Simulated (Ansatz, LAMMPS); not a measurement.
## A frame of liquid acetonitrile from 293 K (108 atoms): geometry optimisation

Wanted: the relaxed structure of a frame of liquid acetonitrile from 293 K (108 atoms) and its electronic structure.

Main program and level: Ansatz 0.2.0; Kohn-Sham DFT, PBE+D4, PAW (set soft_2), plane waves.

## 1. The starting structure

The cell holds 108 atoms: 36 C, 18 N and 54 H. Cell: a = 11.601 Å, b = 11.601 Å, c = 11.601 Å, α = 90.0°, β = 90.0°, γ = 90.0°. 18 acetonitrile placed at random, at 0.786 g/cm³; overlaps pushed apart, then 10 ps at 393 K with MMFF94 bonds, angles, torsions, charges and radii (Halgren, J. Comput. Chem. 17, 490 (1996)) in harmonic and 12-6 forms. Snapshot after 20 ps at 293 K and fixed volume. The density is a measured one.

Before any run, some limits are plain. The network of contacts between molecules at the start is that of the classical potential that made the cell. Only the Γ point is sampled, in a cell whose shortest periodic width is 12 Å.

## 2. How the cell was made

A classical potential supplies the starting structure, since it reaches far longer times than DFT.

This step: classical MD, MMFF94 bonds, angles, torsions, charges and radii (Halgren, J. Comput. Chem. 17, 490 (1996)) in harmonic and 12-6 forms (LAMMPS 22 Jul 2025 - Update 4).

File in.lmp:

```
# liquid acetonitrile
units real
atom_style full
boundary p p p
bond_style harmonic
angle_style harmonic
dihedral_style opls
improper_style harmonic
special_bonds lj 0 0 0.5 coul 0 0 0.75
read_data data.lmp
neigh_modify delay 0 every 1 check yes one 4000
comm_modify cutoff 12.0
timestep 0.5
thermo_style custom step time temp pe press density
thermo_modify norm yes
# push overlapping molecules apart
pair_style soft 2.6
pair_coeff * * 0.0
variable a equal ramp(1,60)
fix ad all adapt 1 pair soft a * * v_a
velocity all create 393 165416 mom yes dist gaussian
fix lim all nve/limit 0.03
fix lan all langevin 393 393 50 165417 zero yes
thermo 1000
run 3000 post no
unfix ad
pair_style lj/cut/coul/long 9.0
pair_modify mix arithmetic tail yes
pair_coeff 1 1 0.0678 3.3680   # C
pair_coeff 2 2 0.0678 3.5530   # C
pair_coeff 3 3 0.0721 3.3270   # N
pair_coeff 4 4 0.0216 2.5400   # H
kspace_style pppm 1.0e-4
thermo 100
# [... 16 lines left out ...]
compute msd all msd com yes
thermo 5000
fix md all nvt temp 293 293 100
run 20000 post no
print "== T293: mean square displacement over the hold $(c_msd[4]:%.2f) A^2"
unfix md
uncompute msd
write_dump all custom T293.dump id type xs ys zs modify sort id
```

Started as:

```sh
$ lmp -in in.lmp -log none -nocite
```

Numbers of over 12 decimals in the logs are rounded to 6 here.

Output:

```text
LAMMPS (22 Jul 2025 - Update 4)
Reading data file ...
  orthogonal box = (0 0 0) to (11.60062 11.60062 11.60062)
  108 atoms
  orthogonal box = (0 0 0) to (11.60062 11.60062 11.60062)
  90 bonds
  126 angles
   Step          Time           Temp          PotEng         Press         Density
         0   0              393            0.074228866    2911.4176      0.78600057
      1000   500            354.43989      0.85007995    -3038.9685      0.78600057
      2000   1000           337.72654      0.85032199     3199.5268      0.78600057
      3000   1500           391.67217      0.87182814     8586.1392      0.78600057
Loop time of 0.687828 s on 1 MPI rank(s) for 3000 steps with 108 atoms
PPPM initialization ...
  G vector (1/distance) = 0.28306071
  grid = 6 6 6
  estimated relative force accuracy = 2.9992584e-05
   Step          Time           Temp          PotEng         Press         Density
[... 14 lines left out ...]
      2000   1000           332.13934     -0.479752       4966.9754      0.78600057
Loop time of 2.61128 s on 1 MPI rank(s) for 2000 steps with 108 atoms
   Step          Time           Temp          PotEng         Press         Density
      2000   1000           332.13934     -0.479752       4966.9754      0.78600057
[... 5 lines left out ...]
Loop time of 13.4714 s on 1 MPI rank(s) for 10000 steps with 108 atoms
   Step          Time           Temp          PotEng         Press         Density
[... 4 lines left out ...]
Loop time of 6.98551 s on 1 MPI rank(s) for 5000 steps with 108 atoms
   Step          Time           Temp          PotEng         Press         Density
[... 2 lines left out ...]
     25000   24000          299.51194     -0.74992543     2253.049       0.78600057
     30000   29000          338.35738     -0.59962601     5655.1297      0.78600057
     35000   34000          296.59258     -0.63083865    -802.04004      0.78600057
     37000   36000          276.94813     -0.81549592     1867.5674      0.78600057
Loop time of 48.4182 s on 1 MPI rank(s) for 20000 steps with 108 atoms
== T293: mean square displacement over the hold 9.94 A^2
```

Run time: 74 s. Hardware: 1 thread of Intel Xeon at 2.80GHz (Skylake/Cascade Lake), shared host; peak memory 0.61 GiB.

The input also reads data.lmp (atoms, bonds and types; not printed here).

## 3. Single point at the start

The forces at the start show how far the geometry lies from a minimum of this functional.

File input.yaml:

```yaml
crystal:
  lattice:
    - [11.60062, 0.0, 0.0]
    - [0.0, 11.60062, 0.0]
    - [0.0, 0.0, 11.60062]
  atoms:
    - { symbol: C, position: [0.82924, 0.29466, 0.93836] }
    - { symbol: C, position: [0.70357, 0.32441, 0.94866] }
    - { symbol: "N", position: [0.60658, 0.33376, 0.97125] }
    - { symbol: H, position: [0.86429, 0.27521, 0.02112] }
    - { symbol: H, position: [0.83865, 0.21391, 0.89205] }
    - { symbol: H, position: [0.87698, 0.36271, 0.90005] }
    - { symbol: C, position: [0.47102, 0.09534, 0.09035] }
    - { symbol: C, position: [0.57516, 0.02636, 0.11313] }
    - { symbol: "N", position: [0.66764, 0.99592, 0.13664] }
    - { symbol: H, position: [0.48199, 0.17128, 0.03632] }
    - { symbol: H, position: [0.4066, 0.04596, 0.03999] }
    - { symbol: H, position: [0.43733, 0.1276, 0.17292] }
    - { symbol: C, position: [0.6473, 0.31353, 0.29966] }
    - { symbol: C, position: [0.53044, 0.36918, 0.30039] }
    - { symbol: "N", position: [0.44008, 0.41289, 0.29909] }
    - { symbol: H, position: [0.70876, 0.37265, 0.34494] }
    - { symbol: H, position: [0.64948, 0.22827, 0.33764] }
    - { symbol: H, position: [0.67417, 0.30654, 0.20872] }
    - { symbol: C, position: [0.82735, 0.28435, 0.58736] }
    - { symbol: C, position: [0.94415, 0.26405, 0.55039] }
    - { symbol: "N", position: [0.04209, 0.25545, 0.52523] }
    - { symbol: H, position: [0.79211, 0.37184, 0.58629] }
    - { symbol: H, position: [0.76898, 0.23232, 0.54331] }
    - { symbol: H, position: [0.82931, 0.2512, 0.67277] }
    - { symbol: C, position: [0.1269, 0.95932, 0.50566] }
    - { symbol: C, position: [0.01132, 0.91887, 0.48833] }
    - { symbol: "N", position: [0.91944, 0.88176, 0.4722] }
    - { symbol: H, position: [0.19244, 0.90487, 0.46606] }
    - { symbol: H, position: [0.13943, 0.05008, 0.47642] }
    - { symbol: H, position: [0.14955, 0.9585, 0.59997] }
    - { symbol: C, position: [0.66996, 0.98101, 0.40668] }
    - { symbol: C, position: [0.55351, 0.01313, 0.43144] }
    - { symbol: "N", position: [0.45514, 0.03353, 0.44082] }
    - { symbol: H, position: [0.71736, 0.05066, 0.36414] }
    - { symbol: H, position: [0.71942, 0.96048, 0.48564] }
    - { symbol: H, position: [0.66914, 0.91162, 0.34582] }
    - { symbol: C, position: [0.96303, 0.01321, 0.14653] }
    - { symbol: C, position: [0.08084, 0.01859, 0.17733] }
    - { symbol: "N", position: [0.17891, 0.01699, 0.1926] }
    - { symbol: H, position: [0.92989, 0.10065, 0.13728] }
    - { symbol: H, position: [0.95895, 0.96286, 0.06872] }
    - { symbol: H, position: [0.91639, 0.96078, 0.21413] }
    - { symbol: C, position: [0.65888, 0.67616, 0.07429] }
    - { symbol: C, position: [0.56266, 0.70834, 0.0011] }
    - { symbol: "N", position: [0.48566, 0.74669, 0.9482] }
    - { symbol: H, position: [0.68933, 0.74831, 0.12629] }
    - { symbol: H, position: [0.63198, 0.61042, 0.14081] }
    - { symbol: H, position: [0.73661, 0.64517, 0.03651] }
    - { symbol: C, position: [0.84369, 0.62366, 0.37452] }
    - { symbol: C, position: [0.96341, 0.64992, 0.35038] }
    - { symbol: "N", position: [0.06188, 0.66503, 0.33802] }
    - { symbol: H, position: [0.82434, 0.6329, 0.46672] }
    - { symbol: H, position: [0.78214, 0.68518, 0.33414] }
    - { symbol: H, position: [0.81092, 0.53863, 0.35011] }
    - { symbol: C, position: [0.1129, 0.5681, 0.65015] }
    - { symbol: C, position: [0.99963, 0.54055, 0.68603] }
    - { symbol: "N", position: [0.9054, 0.5193, 0.7099] }
    - { symbol: H, position: [0.12488, 0.66457, 0.64888] }
    - { symbol: H, position: [0.17631, 0.53647, 0.70871] }
    - { symbol: H, position: [0.13144, 0.53359, 0.56882] }
    - { symbol: C, position: [0.21295, 0.69131, 0.03612] }
    - { symbol: C, position: [0.13137, 0.73553, 0.94412] }
    - { symbol: "N", position: [0.06983, 0.77462, 0.87928] }
    - { symbol: H, position: [0.16849, 0.63741, 0.10292] }
    - { symbol: H, position: [0.28654, 0.6426, 0.99904] }
    - { symbol: H, position: [0.24899, 0.77063, 0.07678] }
    - { symbol: C, position: [0.16612, 0.17126, 0.90794] }
    - { symbol: C, position: [0.15666, 0.28845, 0.95125] }
    - { symbol: "N", position: [0.12525, 0.37317, 0.98847] }
    - { symbol: H, position: [0.16712, 0.17166, 0.81138] }
    - { symbol: H, position: [0.24932, 0.13939, 0.93267] }
    - { symbol: H, position: [0.10177, 0.11218, 0.94231] }
    - { symbol: C, position: [0.62396, 0.55068, 0.6575] }
    - { symbol: C, position: [0.50357, 0.57832, 0.66412] }
    - { symbol: "N", position: [0.40677, 0.60144, 0.65827] }
    - { symbol: H, position: [0.63582, 0.5026, 0.57346] }
    - { symbol: H, position: [0.67485, 0.63201, 0.65451] }
    - { symbol: H, position: [0.65732, 0.50782, 0.73297] }
    [... 24 atom lines left out ...]
    - { symbol: C, position: [0.81966, 0.88405, 0.77142] }
    - { symbol: C, position: [0.90141, 0.97629, 0.76661] }
    - { symbol: "N", position: [0.96283, 0.05288, 0.7505] }
    - { symbol: H, position: [0.86178, 0.80116, 0.77752] }
    - { symbol: H, position: [0.76565, 0.90225, 0.85369] }
    - { symbol: H, position: [0.75823, 0.88382, 0.69761] }
kpoints:
  mp_grid: { grid: [1, 1, 1] }
hamiltonian:
  xc: pbe
  dispersion: d4
scf:
  occupations: { method: fermi_dirac, width: 0.05 }
output:
  forces: true
  stress: true
  populations: true
  dos:
    method: { smearing: { sigma: 0.15 } }
    de: 0.1
    projected: { site_lists: { C: [C], H: [H], "N": ["N"] } }
  eigenvalues: true
```

Started as:

```sh
$ ansatz run input.yaml --threads 4 --pin off --max-ram 8192MiB --backend cpu --events-out ev --progress --plain --runs-dir out
```

Output:

```text
Engine: ansatz 0.2.0, aarch64-unknown-linux-gnu
Pseudopotentials: kind: paw
Pseudopotential: C, paw, valence charge 4, recommended cutoff 420 eV (normal), C.paw.azcp
Pseudopotential: N, paw, valence charge 5, recommended cutoff 420 eV (normal), N.paw.azcp
Pseudopotential: H, paw, valence charge 1, recommended cutoff 420 eV (normal), H.paw.azcp
[... 5 lines on functional and potentials left out ...]
Crystal: 108 atoms, lattice volume = 1561.146 Å³
Basis set: ecut = 420 eV, 30551 PW (Γ), exchange–correlation on 160×160×160 points (8 copies of the dense FFT grid, shifted against one another)
Bands: 252, of which v1, the nominal top of the filled ones, is band 144 counted from 1 (143 counted from 0)
Symmetry: 1 space group operations
Space group: P1 (ITA 1), of the structure as read, at distance tolerance 1.2e-4 Å
k-points: 1
[... 7 lines on functional and potentials left out ...]
Initial density: superposition of atomic densities (neutral atoms: chi_scale 0, normalization atom), corrected by the library's trained network
Initial wavefunctions: pseudopotential atomic-orbital guess
Functional: x = pbe(κ = 0.804, μ = 0.219515), c = pbe(β = 0.066725)
SCF iter   1: F=—  HF=-16803.833478 eV  |F-HF|=—  |Δ(HF+E_count)|=         —  Δρ=3.27e-3  dr2=2.07e-1  ethr=1.77e-3  ⟨swp⟩=6.0  Hψ=1141  notcnv=0  defer=38
preconditioner: auto → Resta (q_TF=auto, 2.058 Å⁻¹)  ε∞=2.3  [insulator: Δε(μ)=6.096 eV  Ē_g=14.130 eV  σ=0.050 eV  W_gap=1.00  n_scr=250 (ndim 8)  ℏωp=15.9 eV  f_vac=0.267  D(μ)=0.00/eV (n_scr^D=0)  ε∞_Penn≈2.3]
SCF iter   2: F=—  HF=-16803.881945 eV  |F-HF|=—  |Δ(HF+E_count)|=   4.85e-2  Δρ=1.97e-3  dr2=6.96e-2  ethr=7.19e-5  ⟨swp⟩=2.0  Hψ=439  notcnv=0  defer=102
SCF iter   3: F=—  HF=-16803.889709 eV  |F-HF|=—  |Δ(HF+E_count)|=   7.76e-3  Δρ=9.53e-4  dr2=2.27e-2  ethr=2.42e-5  ⟨swp⟩=2.0  Hψ=299  notcnv=0  defer=102
SCF iter   4: F=—  HF=-16803.894331 eV  |F-HF|=—  |Δ(HF+E_count)|=   4.62e-3  Δρ=3.30e-4  dr2=3.08e-3  ethr=7.90e-6  ⟨swp⟩=2.0  Hψ=205  notcnv=0  defer=102
SCF iter   5: F=—  HF=-16803.894238 eV  |F-HF|=—  |Δ(HF+E_count)|=   9.35e-5  Δρ=2.27e-4  dr2=1.08e-3  ethr=1.07e-6  ⟨swp⟩=2.0  Hψ=286  notcnv=0  defer=102
SCF iter   6: F=—  HF=-16803.894050 eV  |F-HF|=—  |Δ(HF+E_count)|=   1.88e-4  Δρ=6.76e-5  dr2=9.24e-5  ethr=3.75e-7  ⟨swp⟩=2.0  Hψ=293  notcnv=0  defer=102
SCF iter   7: F=—  HF=-16803.894395 eV  |F-HF|=—  |Δ(HF+E_count)|=   3.46e-4  Δρ=2.37e-5  dr2=1.19e-5  ethr=3.21e-8  ⟨swp⟩=2.0  Hψ=360  notcnv=0  defer=102
SCF iter   8: F=—  HF=-16803.894395 eV  |F-HF|=—  |Δ(HF+E_count)|=   3.98e-8  Δρ=1.96e-5  dr2=7.50e-6  ethr=4.12e-9  ⟨swp⟩=2.0  Hψ=294  notcnv=0  defer=102
SCF iter   9: F=—  HF=-16803.894394 eV  |F-HF|=—  |Δ(HF+E_count)|=   1.27e-6  Δρ=4.05e-6  dr2=3.76e-7  ethr=2.60e-9  ⟨swp⟩=2.0  Hψ=293  notcnv=0  defer=102
SCF iter  10: F=-16803.894394 eV  HF=-16803.894394 eV  |F-HF|=3.93e-9  |Δ(HF+E_count)|=   2.49e-8  Δρ=1.74e-6  dr2=6.16e-8  ethr=3.47e-11  ⟨swp⟩=14.0  Hψ=1657  notcnv=0
SCF 1 converged in 10 iterations: F = -16803.894394 eV  dr2 = 6.16e-8
  greatest PAW one-centre occupation: 0.845 electrons in one spin orbital (limit 2), on the N atom at site 68 (counted from 0), in its partial waves of l = 0
SCF converged after 10 iterations
Free energy (F): -16803.894394 eV
Harris-Foulkes:  -16803.894394 eV  (|F-HF|=3.93e-9)
Internal energy: -16803.894394 eV  (E = F + TS)
E sigma→0 (E₀):  -16803.894394 eV
Fermi energy:    -0.612611 eV
--- Per-component energies (eV) ---
  E_band       = -2528.116706
  E_kinetic    = 6247.966729
  E_local      = -18661.949397  (includes V_loc(G=0)·N_el)
  E_nonlocal   = 1945.272731
  E_hartree    = 6314.505185
  E_xc         = -3238.291692
  E_vxc        = -4057.168278  (∫ρ·V_xc dr)
  E_paw        = -5900.987544  (= ΣΔE_a)
  E_vpaw       = -631.176832  (= ΣTr[D̂ρ^β])
  E_aug_tail   = -0.070751  (compensation charges beyond the density's cutoff)
  E_ewald      = -3506.100012
  E_disp       = -4.239644  (pairwise vdW)
  E_smearing   = -0.000000  (= −TS)
  E_closure    = -0.000000  (closes the sum)
  Σ components = -16803.894394   (vs F -16803.894394, Δ=0.00e0)
--- Forces (eV/Å), atoms counted from 1 ---
  atom   1  C     -2.06323326    -0.23905707    -0.14120468
  atom   2  C      1.62250312    -0.83229620     0.39258507
  atom   3  N     -0.27636764     0.30988174    -0.20351947
  atom   4  H      0.22529487     0.19379298     1.21848626
  atom   5  H     -0.06439142    -0.16909663    -0.64860658
  atom   6  H      0.61458294     0.79648532    -0.62163776
  atom   7  C     -0.46014727    -0.77991015    -0.13252174
  atom   8  C     -0.24632340     1.64243173    -0.38248178
  atom   9  N     -0.00998655    -0.61140042    -0.09879725
  atom  10  H      0.96568733     0.25449227    -0.13657711
  atom  11  H      0.03133545    -0.17090551     0.71167423
  atom  12  H     -0.27636194    -0.39274783    -0.06319782
  atom  13  C     -0.59842419     1.59548472    -0.44313670
  atom  14  C      0.81646558    -0.75196893     0.15474750
[...]
atom 107  H      0.67429455    -0.63162460    -1.32175357
  atom 108  H      0.47870027     0.25236503     0.39873551
  max |Σ_I F_I| component: 1.38e-4 eV/Å
--- Stress (GPa, compression-positive) ---
        0.232542       0.418273       0.303491
        0.418273       0.142360       0.012633
        0.303491       0.012634       0.128507
  P = ⅓ Tr σ = 0.1678 GPa (1.678 kbar)
--- Band table (eV) ---
  k-point 0: bands = ["-19.1125", "-19.0223", "-18.9010", "-18.8469", [... 236 levels ...], "7.7747", "7.8343", "7.8928", "7.9175", "7.9320", "7.9723", "8.0369", "8.0733", "8.1514", "8.1672", "8.2324", "8.2714"]
--- Löwdin populations: 108 sites ---
  site symbol       q [e]
     0      C      4.5015
     1      C      3.7815
     2      N      5.2116
[...]
107      H      0.7587
  spilling = 0.016294 (of n_electrons = 288.000000)
```

Wall time 17 s (4 threads of Arm Neoverse V1, shared host); peak memory 1.5 GiB; 63 s of CPU time.

Numbers from this run:

* free energy: -16803.8944 eV
* free energy per atom: -155.5916 eV/atom
* SCF cycles: 10
* pressure: 0.1678 GPa
* r.m.s. force component: 0.7984 eV/Å
* longest force: 5.561 eV/Å
* Fermi energy: -0.6126 eV
* gap (highest filled to lowest empty level): 5.951 eV
* spilling of the projection: 0.01629

The r.m.s. force component of 0.80 eV/Å and the pressure of 0.17 GPa set the starting point.

Neighbours are counted within 1.34 Å (H-C), 1.85 Å (C-C), 1.62 Å (C-N).

Length of the force by element and coordination:

```
element  coordination  atoms  mean length of the force (eV/Å)  spread  least  most
      C           all     36                             1.50   0.967  0.175  5.56
      C             2     18                             1.44    1.30  0.175  5.56
      C             4     18                             1.57   0.409  0.915  2.28
      H           all     54                            0.834   0.405  0.181  2.14
      N           all     18                             1.19    1.05  0.211  3.73
```

(Part 1 of 3 ends here.)

[Logs are printed without paths, hosts, clocks, repeated set-up lines and the standing remarks that a program may print on its own settings, such as how far it seeks lower states.]

[Hosts, paths, dates, database ids (printed as entryN), source tags and the programs' standing remarks are cut or masked in the printed files.]

[The MMFF94 radii named for the starting cell were scaled by 0.96; in molecules described by MMFF94, hydrogen bound to N, O or S took a small fixed 12-6 site in their place.]
